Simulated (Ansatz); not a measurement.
# Si(111) with OH on 75 % of the top atoms and H on the rest: bands and core levels

What would XPS and angle-resolved spectra of Si(111) with OH on 75 % of the top atoms and H on the rest look like?

Calculated with Ansatz 0.2.0; DFT, PBE, plane-wave PAW, default files, scalar-relativistic.

## Step 1: Set-up

The cell holds 35 atoms: 8 H, 3 O and 24 Si. Its edges and angles: a = 7.679 Å, b = 7.679 Å, c = 24.634 Å, α = 90.0°, β = 90.0°, γ = 60.0°. It derives from Si. How the cell was made: terminated face; group: OH; share of top atoms: 0.75; rest: H; oxygen in back bonds: 0; lower face: H. Regions: ad, 7 atoms (3 O and 4 H); L1, 4 atoms (4 Si); L2, 4 atoms (4 Si); L3, 4 atoms (4 Si); mid, 4 atoms (4 Si); rest, 12 atoms (8 Si and 4 H). Vacuum lies along c.

## Step 2: Relaxing the atoms

Levels and vacuum steps follow bond lengths, so the atoms are relaxed first. 12 atoms are held to stand for the bulk. A dipole correction cancels the field between unlike faces.

Contents of input.yaml:

```yaml
crystal:
  lattice:
    - [7.6791796437, 0.0, 0.0]
    - [3.8395898218, 6.6503646517, 0.0]
    - [0.0, 0.0, 24.6337769138]
  atoms:
    - { symbol: H, position: [0.114595574, 0.0, 0.715837323] }
    - { symbol: H, position: [0.614595574, 0.0, 0.715837323] }
    - { symbol: H, position: [0.114595574, 0.5, 0.715837323] }
    - { symbol: O, position: [0.0, 0.0, 0.699599455] }
    - { symbol: O, position: [0.5, 0.0, 0.699599455] }
    - { symbol: O, position: [0.0, 0.5, 0.699599455] }
    - { symbol: H, position: [0.5, 0.5, 0.685391322] }
    - { symbol: Si, position: [0.0, 0.0, 0.629776626] }
    - { symbol: Si, position: [0.5, 0.0, 0.629776626] }
    - { symbol: Si, position: [0.0, 0.5, 0.629776626] }
    - { symbol: Si, position: [0.5, 0.5, 0.629776626] }
    - { symbol: Si, position: [0.833333333, 0.333333333, 0.597960434] }
    - { symbol: Si, position: [0.333333333, 0.333333333, 0.597960434] }
    - { symbol: Si, position: [0.833333333, 0.833333333, 0.597960434] }
    - { symbol: Si, position: [0.333333333, 0.833333333, 0.597960434] }
    - { symbol: Si, position: [0.833333333, 0.333333333, 0.502511856] }
    - { symbol: Si, position: [0.333333333, 0.333333333, 0.502511856] }
    - { symbol: Si, position: [0.833333333, 0.833333333, 0.502511856] }
    - { symbol: Si, position: [0.333333333, 0.833333333, 0.502511856] }
    - { symbol: Si, position: [0.166666667, 0.166666667, 0.470695663] }
    - { symbol: Si, position: [0.666666667, 0.166666667, 0.470695663] }
    - { symbol: Si, position: [0.166666667, 0.666666667, 0.470695663] }
    - { symbol: Si, position: [0.666666667, 0.666666667, 0.470695663] }
    - { symbol: Si, position: [0.166666667, 0.166666667, 0.375247085] }
    - { symbol: Si, position: [0.666666667, 0.166666667, 0.375247085] }
    - { symbol: Si, position: [0.166666667, 0.666666667, 0.375247085] }
    - { symbol: Si, position: [0.666666667, 0.666666667, 0.375247085] }
    - { symbol: Si, position: [0.0, 0.0, 0.343430893] }
    - { symbol: Si, position: [0.5, 0.0, 0.343430893] }
    - { symbol: Si, position: [0.0, 0.5, 0.343430893] }
    - { symbol: Si, position: [0.5, 0.5, 0.343430893] }
    - { symbol: H, position: [0.0, 0.0, 0.284162677] }
    - { symbol: H, position: [0.5, 0.0, 0.284162677] }
    - { symbol: H, position: [0.0, 0.5, 0.284162677] }
    - { symbol: H, position: [0.5, 0.5, 0.284162677] }
kpoints:
  mp_grid: { grid: [3, 3, 1] }
scf:
  occupations: { method: fermi_dirac, width: 0.02 }
  n_extra_bands: 25
hamiltonian:
  xc: pbe
  pseudopotentials: { kind: paw }
output:
  forces: true
  write_potential: true
  volumetric_format: []
efield:
  axis: 3
  dipole_correction: true
relax:
  f_tol: 0.03
  max_steps: 70
  constraints: [{ sites: [23, 24, 25, 26, 27, 28, 29, 30, 31, 32, 33, 34] }]
```

Started as:

```sh
$ ansatz run input.yaml --threads 4 --pin off --max-ram 11264MiB --backend cpu --events-out ev --progress --plain --runs-dir out
```

Numbers of over 12 decimals in the logs are rounded to 6 here.

The program printed:

```text
scf.n_extra_bands = 25 over 61 filled bands (N_el = 122.0): the run solves 86 bands
Engine: ansatz 0.2.0, aarch64-unknown-linux-gnu
Pseudopotentials: kind: paw
Pseudopotential: H, paw, valence charge 1, recommended cutoff 420 eV (normal), H.paw.azcp
Pseudopotential: O, paw, valence charge 6, recommended cutoff 420 eV (normal), O.paw.azcp
Pseudopotential: Si, paw, valence charge 4, recommended cutoff 420 eV (normal), Si.paw.azcp
Functional definition: PBE
  parameter kappa = 0.804
  parameter beta = 0.066725
  exchange = pbe_x(kappa = kappa, mu = beta*pi^2/3)
  correlation = pbe_c(beta = beta)
Crystal: 35 atoms, lattice volume = 1258.031 Å³
Basis set: ecut = 420 eV, 24545 PW (Γ), exchange–correlation on 108×108×360 points (8 copies of the dense FFT grid, shifted against one another)
Bands: 86, of which v1, the nominal top of the filled ones, is band 61 counted from 1 (60 counted from 0)
Symmetry: 1 space group operations
Space group: P1 (ITA 1), of the structure as read, at distance tolerance 1.1e-4 Å
k-points: 5 of 9 (time reversal used)
Non-local potential: H, projectors of the file, l = 0: 2, l = 1: 1
Non-local potential: O, projectors of the file, l = 0: 2, l = 1: 2, l = 2: 1
Non-local potential: Si, projectors of the file, l = 0: 2, l = 1: 2, l = 2: 2
PAW form: soft (Blöchl's): semilocal exchange-correlation on the pseudo side does not see the compensation charge
PAW one-centre angular grid: H, 110 points (default); XC on 64 Gauss nodes
PAW one-centre angular grid: O, 110 points (default); XC on 64 Gauss nodes
PAW one-centre angular grid: Si, 110 points (default); XC on 64 Gauss nodes
Initial density: superposition of atomic densities (neutral atoms: chi_scale 0, normalization atom), corrected by the library's trained network
Initial wavefunctions: pseudopotential atomic-orbital guess
Functional: x = pbe(κ = 0.804, μ = 0.219515), c = pbe(β = 0.066725)
SCF iter   1: F=—  HF=-17089.091129 eV  |F-HF|=—  |Δ(HF+E_count)|=         —  Δρ=2.04e-3  dr2=4.76e-1  ethr=1.77e-3  p=-0.129 e·Å  D=-1.86e-2 V/Å  ΔV_dip=0.46 eV  dr2_dipole=3.23e-2  V_vac-E_F(+/−)=4.09/3.63 eV  ⟨swp⟩=8.8  Hψ=2445  notcnv=0  defer=28
efield: sawtooth ramp at fractional position 0.9500 (placed from the atoms, in the widest stretch of the axis that holds none; the zero of the levels goes with the place), width 0.1000; the density the first Hamiltonian is built on has a dipole p = -0.129 e·Å; the dipole correction subtracts the counter field D = -1.86e-2 V/Å, which shifts the + side's vacuum level by +0.46 eV against the − side's; the planar-averaged density in the ramp window peaks in size at 1.6e-5 e/Å³
preconditioner: auto → Resta (q_TF=auto, 1.849 Å⁻¹)  ε∞=3.0  [insulator: Δε(μ)=0.976 eV  Ē_g=8.046 eV  σ=0.020 eV  W_gap=1.00  n_scr=134 (ndim 8)  ℏωp=11.3 eV  f_vac=0.504  D(μ)=0.00/eV (n_scr^D=0)  ε∞_Penn≈3.0  vacuum switching on, ρ_ref=4.7e-3 e/Å³]
SCF iter   2: F=—  HF=-17089.027677 eV  |F-HF|=—  |Δ(HF+E_count)|=   6.35e-2  Δρ=1.04e-3  dr2=4.26e-2  ethr=3.90e-4  p=-0.018 e·Å  D=-2.63e-3 V/Å  ΔV_dip=0.06 eV  dr2_dipole=9.02e-3  V_vac-E_F(+/−)=4.22/4.16 eV  ⟨swp⟩=3.4  Hψ=654  notcnv=0  defer=80
SCF iter   3: F=—  HF=-17089.024258 eV  |F-HF|=—  |Δ(HF+E_count)|=   3.42e-3  Δρ=4.29e-4  dr2=3.63e-3  ethr=3.49e-5  p=-0.067 e·Å  D=-9.57e-3 V/Å  ΔV_dip=0.24 eV  dr2_dipole=1.04e-3  V_vac-E_F(+/−)=4.26/4.03 eV  ⟨swp⟩=3.4  Hψ=570  notcnv=0  defer=80
SCF iter   4: F=—  HF=-17089.024957 eV  |F-HF|=—  |Δ(HF+E_count)|=   7.00e-4  Δρ=2.29e-4  dr2=1.26e-3  ethr=2.98e-6  p=-0.049 e·Å  D=-7.00e-3 V/Å  ΔV_dip=0.17 eV  dr2_dipole=1.06e-4  V_vac-E_F(+/−)=4.24/4.07 eV  ⟨swp⟩=2.0  Hψ=621  notcnv=0  defer=80
SCF iter   5: F=—  HF=-17089.025405 eV  |F-HF|=—  |Δ(HF+E_count)|=   4.48e-4  Δρ=9.76e-5  dr2=1.39e-4  ethr=1.03e-6  p=-0.052 e·Å  D=-7.46e-3 V/Å  ΔV_dip=0.18 eV  dr2_dipole=2.87e-5  V_vac-E_F(+/−)=4.27/4.08 eV  ⟨swp⟩=2.6  Hψ=619  notcnv=0  defer=80
SCF iter   6: F=-17089.025421 eV  HF=-17089.025416 eV  |F-HF|=4.97e-6  |Δ(HF+E_count)|=   1.07e-5  Δρ=3.58e-5  dr2=1.71e-5  ethr=1.84e-8  p=-0.049 e·Å  D=-7.07e-3 V/Å  ΔV_dip=0.17 eV  dr2_dipole=2.50e-7  V_vac-E_F(+/−)=4.26/4.09 eV  ⟨swp⟩=11.0  Hψ=3775  notcnv=0
SCF 1 converged in 6 iterations: F = -17089.025421 eV  dr2 = 1.71e-5
  greatest PAW one-centre occupation: 0.865 electrons in one spin orbital (limit 2), on the O atom at site 5 (counted from 0), in its partial waves of l = 0
relax step   1: F+E_penalty+E_count = -17089.02542104 eV  Δ(F+E_penalty+E_count) = +0.000e0 eV  max|allowed force component| = 2.886e0 eV/Å  Δτ_max = 0.0000 Å  (6 SCF iters, dr2 threshold 2.25e-5 eV, accepted)
Initial density: handed on by an earlier stage of this run
Initial wavefunctions: those handed on with the density
iter 1 solved again at ethr=3.68e-4 eV; its pass at ethr=3.10e-3 eV (dr2=4.49e-1 eV) is discarded
SCF iter   1: F=—  HF=-17089.297827 eV  |F-HF|=—  |Δ(HF+E_count)|=         —  Δρ=8.66e-3  dr2=4.50e-1  ethr=3.68e-4  p=-0.049 e·Å  D=-7.07e-3 V/Å  ΔV_dip=0.17 eV  dr2_dipole=1.88e-3  V_vac-E_F(+/−)=4.25/4.08 eV  ⟨swp⟩=2.0  Hψ=1864  notcnv=0  defer=80
efield: sawtooth ramp at fractional position 0.9500 (handed on by an earlier solve), width 0.1000; the density the first Hamiltonian is built on has a dipole p = -0.049 e·Å; the dipole correction subtracts the counter field D = -7.07e-3 V/Å, which shifts the + side's vacuum level by +0.17 eV against the − side's; the planar-averaged density in the ramp window peaks in size at 2.4e-6 e/Å³
preconditioner: auto → Resta (q_TF=auto, 1.849 Å⁻¹)  ε∞=3.0  [insulator: Δε(μ)=0.983 eV  Ē_g=8.013 eV  σ=0.020 eV  W_gap=1.00  n_scr=134 (ndim 8)  ℏωp=11.3 eV  f_vac=0.503  D(μ)=0.00/eV (n_scr^D=0)  ε∞_Penn≈3.0  vacuum switching on, ρ_ref=4.7e-3 e/Å³]
SCF iter   2: F=—  HF=-17089.209006 eV  |F-HF|=—  |Δ(HF+E_count)|=   8.88e-2  Δρ=4.19e-3  dr2=1.01e-1  ethr=3.68e-4  p=-0.013 e·Å  D=-1.80e-3 V/Å  ΔV_dip=0.04 eV  dr2_dipole=7.47e-5  V_vac-E_F(+/−)=4.13/4.09 eV  ⟨swp⟩=2.6  Hψ=671  notcnv=0  defer=80
SCF iter   3: F=—  HF=-17089.204094 eV  |F-HF|=—  |Δ(HF+E_count)|=   4.91e-3  Δρ=1.38e-3  dr2=2.81e-2  ethr=8.24e-5  p=-0.025 e·Å  D=-3.61e-3 V/Å  ΔV_dip=0.09 eV  dr2_dipole=5.44e-3  V_vac-E_F(+/−)=4.14/4.05 eV  ⟨swp⟩=3.0  Hψ=710  notcnv=0  defer=80
SCF iter   4: F=—  HF=-17089.199064 eV  |F-HF|=—  |Δ(HF+E_count)|=   5.03e-3  Δρ=3.56e-4  dr2=1.99e-3  ethr=2.31e-5  p=0.010 e·Å  D=1.44e-3 V/Å  ΔV_dip=-0.04 eV  dr2_dipole=4.40e-4  V_vac-E_F(+/−)=4.06/4.10 eV  ⟨swp⟩=3.0  Hψ=871  notcnv=0  defer=80
[...]
SCF iter   5: F=—  HF=-17089.332364 eV  |F-HF|=—  |Δ(HF+E_count)|=   6.54e-7  Δρ=6.18e-6  dr2=1.49e-6  ethr=1.65e-9  p=0.034 e·Å  D=4.86e-3 V/Å  ΔV_dip=-0.12 eV  dr2_dipole=6.60e-7  V_vac-E_F(+/−)=3.94/4.06 eV  ⟨swp⟩=2.0  Hψ=645  notcnv=0  defer=80
SCF iter   6: F=-17089.332364 eV  HF=-17089.332364 eV  |F-HF|=3.70e-8  |Δ(HF+E_count)|=   1.30e-7  Δρ=1.90e-6  dr2=8.09e-8  ethr=8.20e-11  p=0.034 e·Å  D=4.91e-3 V/Å  ΔV_dip=-0.12 eV  dr2_dipole=1.45e-8  V_vac-E_F(+/−)=3.94/4.07 eV  ⟨swp⟩=9.0  Hψ=3227  notcnv=0
SCF 13 converged in 6 iterations: F = -17089.332364 eV  dr2 = 8.09e-8
relax step  13: F+E_penalty+E_count = -17089.33236376 eV  Δ(F+E_penalty+E_count) = -1.289e-4 eV  max|allowed force component| = 2.427e-3 eV/Å  Δτ_max = 0.0111 Å  (6 SCF iters, accepted)
NSCF: frozen V_eff on 5 k-points
the band table was solved once a step of the walk had ended and its energy, with any forces and stress, was formed, with the checks that follow a solve (3004 applications of the Hamiltonian). They found nothing against the state; the energy, forces and stress were not computed again (output.eigenvalues in the input reference)
WARN: The output density's exchange-correlation potential varies sharply where the density is thin. Do not read a vacuum level from v_tot or v_xc, or from such a field of the output density. On a cell that repeats whose density bears no net charge and no dipole along the vacuum's axis use v_es (v_loc + v_h of the components); under efield.dipole_correction with no amplitude use v_es + v_field, which holds any externa [...]
SCF converged after 6 iterations
Free energy (F): -17089.332364 eV
Harris-Foulkes:  -17089.332364 eV  (|F-HF|=3.70e-8)
Internal energy: -17089.332364 eV  (E = F + TS)
E sigma→0 (E₀):  -17089.332364 eV
Fermi energy:    0.394499 eV
Dipole field:    D = 0.004847 V/Å  (p = 0.033699 e·Å, saw-weighted, corrected)
Work function:   Φ+ = 3.9450 eV   Φ− = 4.0644 eV
Levels:          The Fermi level and band energies are counted from a zero that moves with the ramp; work functions are not
--- Per-component energies (eV) ---
  E_band       = -726.893842
  E_kinetic    = 1607.526275
  E_local      = -34000.892749  (includes V_loc(G=0)·N_el)
  E_nonlocal   = 780.322058
  E_hartree    = 16276.959643
  E_xc         = -1614.966102
  E_vxc        = -1492.883224  (∫ρ·V_xc dr)
  E_paw        = -12787.870164  (= ΣΔE_a)
  E_vpaw       = -174.587596  (= ΣTr[D̂ρ^β])
  E_aug_tail   = -0.002314  (compensation charges beyond the density's cutoff)
  E_efield     = 0.000082  (sawtooth field / dipole correction)
  E_vefield    = -0.281618  (∫n·V_field dr)
  E_ewald      = 12649.590908
  E_smearing   = -0.000000  (= −TS)
  E_closure    = 0.000000  (closes the sum)
  Σ components = -17089.332364   (vs F -17089.332364, Δ=0.00e0)
--- Forces (eV/Å), atoms counted from 1 ---
  atom   1  H     -0.00120406    -0.00166587    -0.00049933
  atom   2  H     -0.00146708     0.00089030     0.00117600
  atom   3  H     -0.00085931     0.00070212     0.00107779
  atom   4  O      0.00188814     0.00055146     0.00027775
  atom   5  O      0.00061538    -0.00028149    -0.00093663
  atom   6  O      0.00165150     0.00242651     0.00011220
  atom   7  H      0.00007746     0.00036642     0.00008019
  atom   8  Si     0.00025907     0.00040429    -0.00020059
  atom   9  Si    -0.00025494     0.00024947     0.00025484
  atom  10  Si    -0.00051545     0.00004655     0.00066169
  atom  11  Si     0.00017678    -0.00029406     0.00023977
  atom  12  Si    -0.00038682     0.00006080     0.00067404
  atom  13  Si     0.00060348     0.00053560    -0.00023197
  atom  14  Si    -0.00037223     0.00002834    -0.00068359
  atom  15  Si    -0.00055349    -0.00070046     0.00054168
  atom  16  Si    -0.00012578    -0.00063197     0.00005753
  atom  17  Si    -0.00018890    -0.00078936     0.00002220
  atom  18  Si    -0.00017177     0.00019433    -0.00011137
  atom  19  Si     0.00018101     0.00037219    -0.00008524
  atom  20  Si     0.00051306    -0.00031926    -0.00061834
  atom  21  Si    -0.00017614     0.00004102    -0.00026525
  atom  22  Si     0.00010152    -0.00019608     0.00067073
  atom  23  Si    -0.00009719     0.00028570    -0.00018756
  atom  24  Si    -0.01204633    -0.01132289    -0.06995925
  atom  25  Si     0.01423875     0.01330949    -0.08857323
  atom  26  Si     0.02905641     0.00700506    -0.08356634
  atom  27  Si    -0.03173338    -0.01198937    -0.06431622
  atom  28  Si    -0.00309350    -0.00135229     0.84398581
  atom  29  Si     0.00230134     0.00111659     0.86151523
  atom  30  Si     0.00134266     0.00011634     0.86858404
  atom  31  Si    -0.00027318     0.00106980     0.83040632
  atom  32  H     -0.00006332    -0.00015157    -0.77606613
  atom  33  H      0.00088624    -0.00086964    -0.77384433
  atom  34  H      0.00004099     0.00200708    -0.77307532
  atom  35  H     -0.00032604    -0.00136514    -0.77710562
  max |Σ_I F_I| component: 1.50e-4 eV/Å
--- Band table (eV; the first three rows and the last of 5) ---
  k-point 0: bands = [... 57 lower, -0.5901, -0.5399, -0.1555, -0.0954, 0.9008, 0.9042, 0.9132, 1.3640, ... 21 higher]
  k-point 1: bands = [... 57 lower, -1.4775, -1.1532, -1.0571, -0.5358, 1.0362, 1.6261, 1.6963, 1.7869, ... 21 higher]
  k-point 2: bands = [... 57 lower, -1.4873, -1.1463, -1.0537, -0.5318, 1.0358, 1.6236, 1.7069, 1.7901, ... 21 higher]
  k-point 4: bands = [... 57 lower, -1.7864, -1.4661, -1.4303, -1.3218, 1.9656, 2.0119, 2.1555, 2.4665, ... 21 higher]
--- Relaxed structure (13 steps of the walk, 11 accepted, 0 SCFs on fresh bases) ---
  F+E_penalty+E_count = -17089.33236376 eV   max|allowed force component| = 2.427e-3 eV/Å
  atoms:
    - { symbol: H, position: [0.036359, 0.049127, 0.720269] }
    - { symbol: H, position: [0.601449, 0.011752, 0.717100] }
    - { symbol: H, position: [0.028888, 0.580543, 0.718011] }
    - { symbol: O, position: [-0.021468, -0.017311, 0.699513] }
    - { symbol: O, position: [0.498498, -0.00734848, 0.699816] }
    - { symbol: O, position: [-0.00824157, 0.492076, 0.699568] }
    - { symbol: H, position: [0.498131, 0.496952, 0.691951] }
    - { symbol: Si, position: [-0.00437682, -0.00391733, 0.631184] }
    - { symbol: Si, position: [0.500272, -0.00153765, 0.631542] }
    - { symbol: Si, position: [-0.000684056, 0.497748, 0.631322] }
    - { symbol: Si, position: [0.498690, 0.498779, 0.630902] }
    - { symbol: Si, position: [0.832690, 0.330953, 0.600010] }
    - { symbol: Si, position: [0.332761, 0.331729, 0.599189] }
    - { symbol: Si, position: [0.831576, 0.829719, 0.598185] }
    - { symbol: Si, position: [0.331288, 0.833318, 0.600477] }
    - { symbol: Si, position: [0.834013, 0.332847, 0.503825] }
    - { symbol: Si, position: [0.333277, 0.333205, 0.503359] }
    - { symbol: Si, position: [0.833509, 0.832955, 0.502531] }
    - { symbol: Si, position: [0.332817, 0.834296, 0.504128] }
    - { symbol: Si, position: [0.166732, 0.166688, 0.471087] }
    - { symbol: Si, position: [0.666623, 0.167145, 0.471009] }
    - { symbol: Si, position: [0.167586, 0.666590, 0.471035] }
    - { symbol: Si, position: [0.666021, 0.666276, 0.471145] }
    - { symbol: Si, position: [0.166666667, 0.166667, 0.375247] }
    - { symbol: Si, position: [0.666667, 0.166667, 0.375247] }
    - { symbol: Si, position: [0.166667, 0.666667, 0.375247] }
    - { symbol: Si, position: [0.666667, 0.666667, 0.375247] }
    - { symbol: Si, position: [0.0, 0.0, 0.343431] }
    - { symbol: Si, position: [0.500000, 0.0, 0.343431] }
    - { symbol: Si, position: [-2.7755575615628914e-17, 0.500000, 0.343431] }
    - { symbol: Si, position: [0.500000, 0.500000, 0.343431] }
    - { symbol: H, position: [0.0, 0.0, 0.284162677] }
    - { symbol: H, position: [0.500000, 0.0, 0.284162677] }
    - { symbol: H, position: [-2.7755575615628914e-17, 0.500000, 0.284162677] }
    - { symbol: H, position: [0.500000, 0.500000, 0.284162677] }
```

Run time: 3.6 min. Hardware: 4 threads of Arm Neoverse V1, shared host; peak memory 2.4 GiB.

Relaxation path:

| step | energy less that of the first step (eV) | largest force component (eV/Å) |
| --- | --- | --- |
| 1 | 0.0000 | 2.8858 |
| 2 | -0.1738 | 1.6013 |
| 3 | -0.2571 | 0.7460 |
| 4 | -0.2985 | 0.1301 |
| 5 | -0.3029 | 0.0554 |
| 6 | -0.3053 | 0.0302 |
| 7 | -0.3013 | 0.4688 |
| 8 | -0.3061 | 0.0075 |
| 9 | -0.3060 | 0.1510 |
| 10 | -0.3066 | 0.0234 |
| 11 | -0.3066 | 0.0684 |
| 12 | -0.3068 | 0.0413 |
| 13 | -0.3069 | 0.0024 |

Relaxation steps 7, 9 were tried and not accepted.

The atoms that moved most (Å):

| atom | dx | dy | dz | length |
| --- | --- | --- | --- | --- |
| H3 | -0.349 | 0.536 | 0.054 | 0.641 |
| H1 | -0.412 | 0.327 | 0.109 | 0.537 |
| O4 | -0.231 | -0.115 | -0.002 | 0.258 |
| H7 | -0.026 | -0.020 | 0.162 | 0.165 |
| O6 | -0.094 | -0.053 | -0.001 | 0.108 |
| H2 | -0.056 | 0.078 | 0.031 | 0.101 |
| Si8 | -0.049 | -0.026 | 0.035 | 0.065 |
| Si15 | -0.016 | 0.000 | 0.062 | 0.064 |

Numbers from this step:

| Quantity | Value |
| --- | --- |
| free energy | -17089.3324 eV |
| Fermi energy | 0.3945 eV |
| symmetry operations | 1 |
| gap on the k-mesh | 0.9962 eV |
| ionisation potential, upper face | 4.434 eV |
| upper vacuum level less the lowest empty level (Kohn–Sham affinity) | 3.438 eV |
| ionisation potential, lower face | 4.555 eV |

The relaxation ends 8.8 meV an atom lower, with a largest force component of 0.0024 eV/Å on the free atoms.

(Part 1 of 3 ends here.)

[Logs are printed without paths, hosts, clocks, repeated set-up lines and the standing remarks that a program may print on its own settings, such as how far it seeks lower states.]

[Hosts, paths, dates, database ids (printed as entryN), source tags and the programs' standing remarks are cut or masked in the printed files.]

[Maps of the electrostatic potential energy from Ansatz leave out the sawtooth potential of an applied field or a dipole correction, so their vacuum need not be flat; work functions include it.]
